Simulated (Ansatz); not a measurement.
In doubt: masses and optical values from hybrid runs of this build are listed as unsure, which bears on the screening that GW takes from such a start.

Rows from a G0W0 calculation on Si3N4 (Fd-3m) (Ansatz 0.2.0; G0W0 on HSE06, plane waves, PAW; 4×4×4 mesh, 252 empty bands, screening to 96 eV), in eV. Spin-orbit coupling is left out.

| row | k | band | start | Σx | Σc at the solution | Vxc |
| --- | --- | --- | --- | --- | --- | --- |
| A | (0.000, 0.250, -0.250) | v1 | 10.063 | -22.363 | 3.129 | -19.374 |
| B | (0.000, 0.250, -0.250) | c1 | 16.547 | -7.950 | -4.219 | -12.719 |
| C | (0.000, 0.250, -0.250) | v2 | 9.152 | -21.628 | 3.214 | -18.470 |
| D | Γ | c1 | 14.745 | -8.283 | -3.956 | -12.754 |
| E | (0.000, 0.250, -0.250) | c2 | 17.103 | -8.306 | -4.283 | -13.183 |
| F | Γ | v1 | 10.049 | -22.503 | 3.121 | -19.519 |

Work out each quasiparticle level and how far it moved.

The quasiparticle equation reads E = start + Σx + Σc(E) − Vxc.

| row | E (eV) | shift (eV) |
| --- | --- | --- |
| A | 10.204 | +0.140 |
| B | 17.097 | +0.550 |
| C | 9.208 | +0.056 |
| D | 15.260 | +0.515 |
| E | 17.697 | +0.594 |
| F | 10.186 | +0.137 |

The gap over the computed points goes from 4.68 eV to 5.06 eV.

Limits: not at the basis limit.

[Runs of the session that timed out or met a known fault of the program may be left out.]

[Cells called generated may have been cut or substituted from an entry of the Crystallography Open Database or the Materials Project.]

[Hosts, paths, dates, database ids (printed as entryN), source tags and the programs' standing remarks are cut or masked in the printed files.]
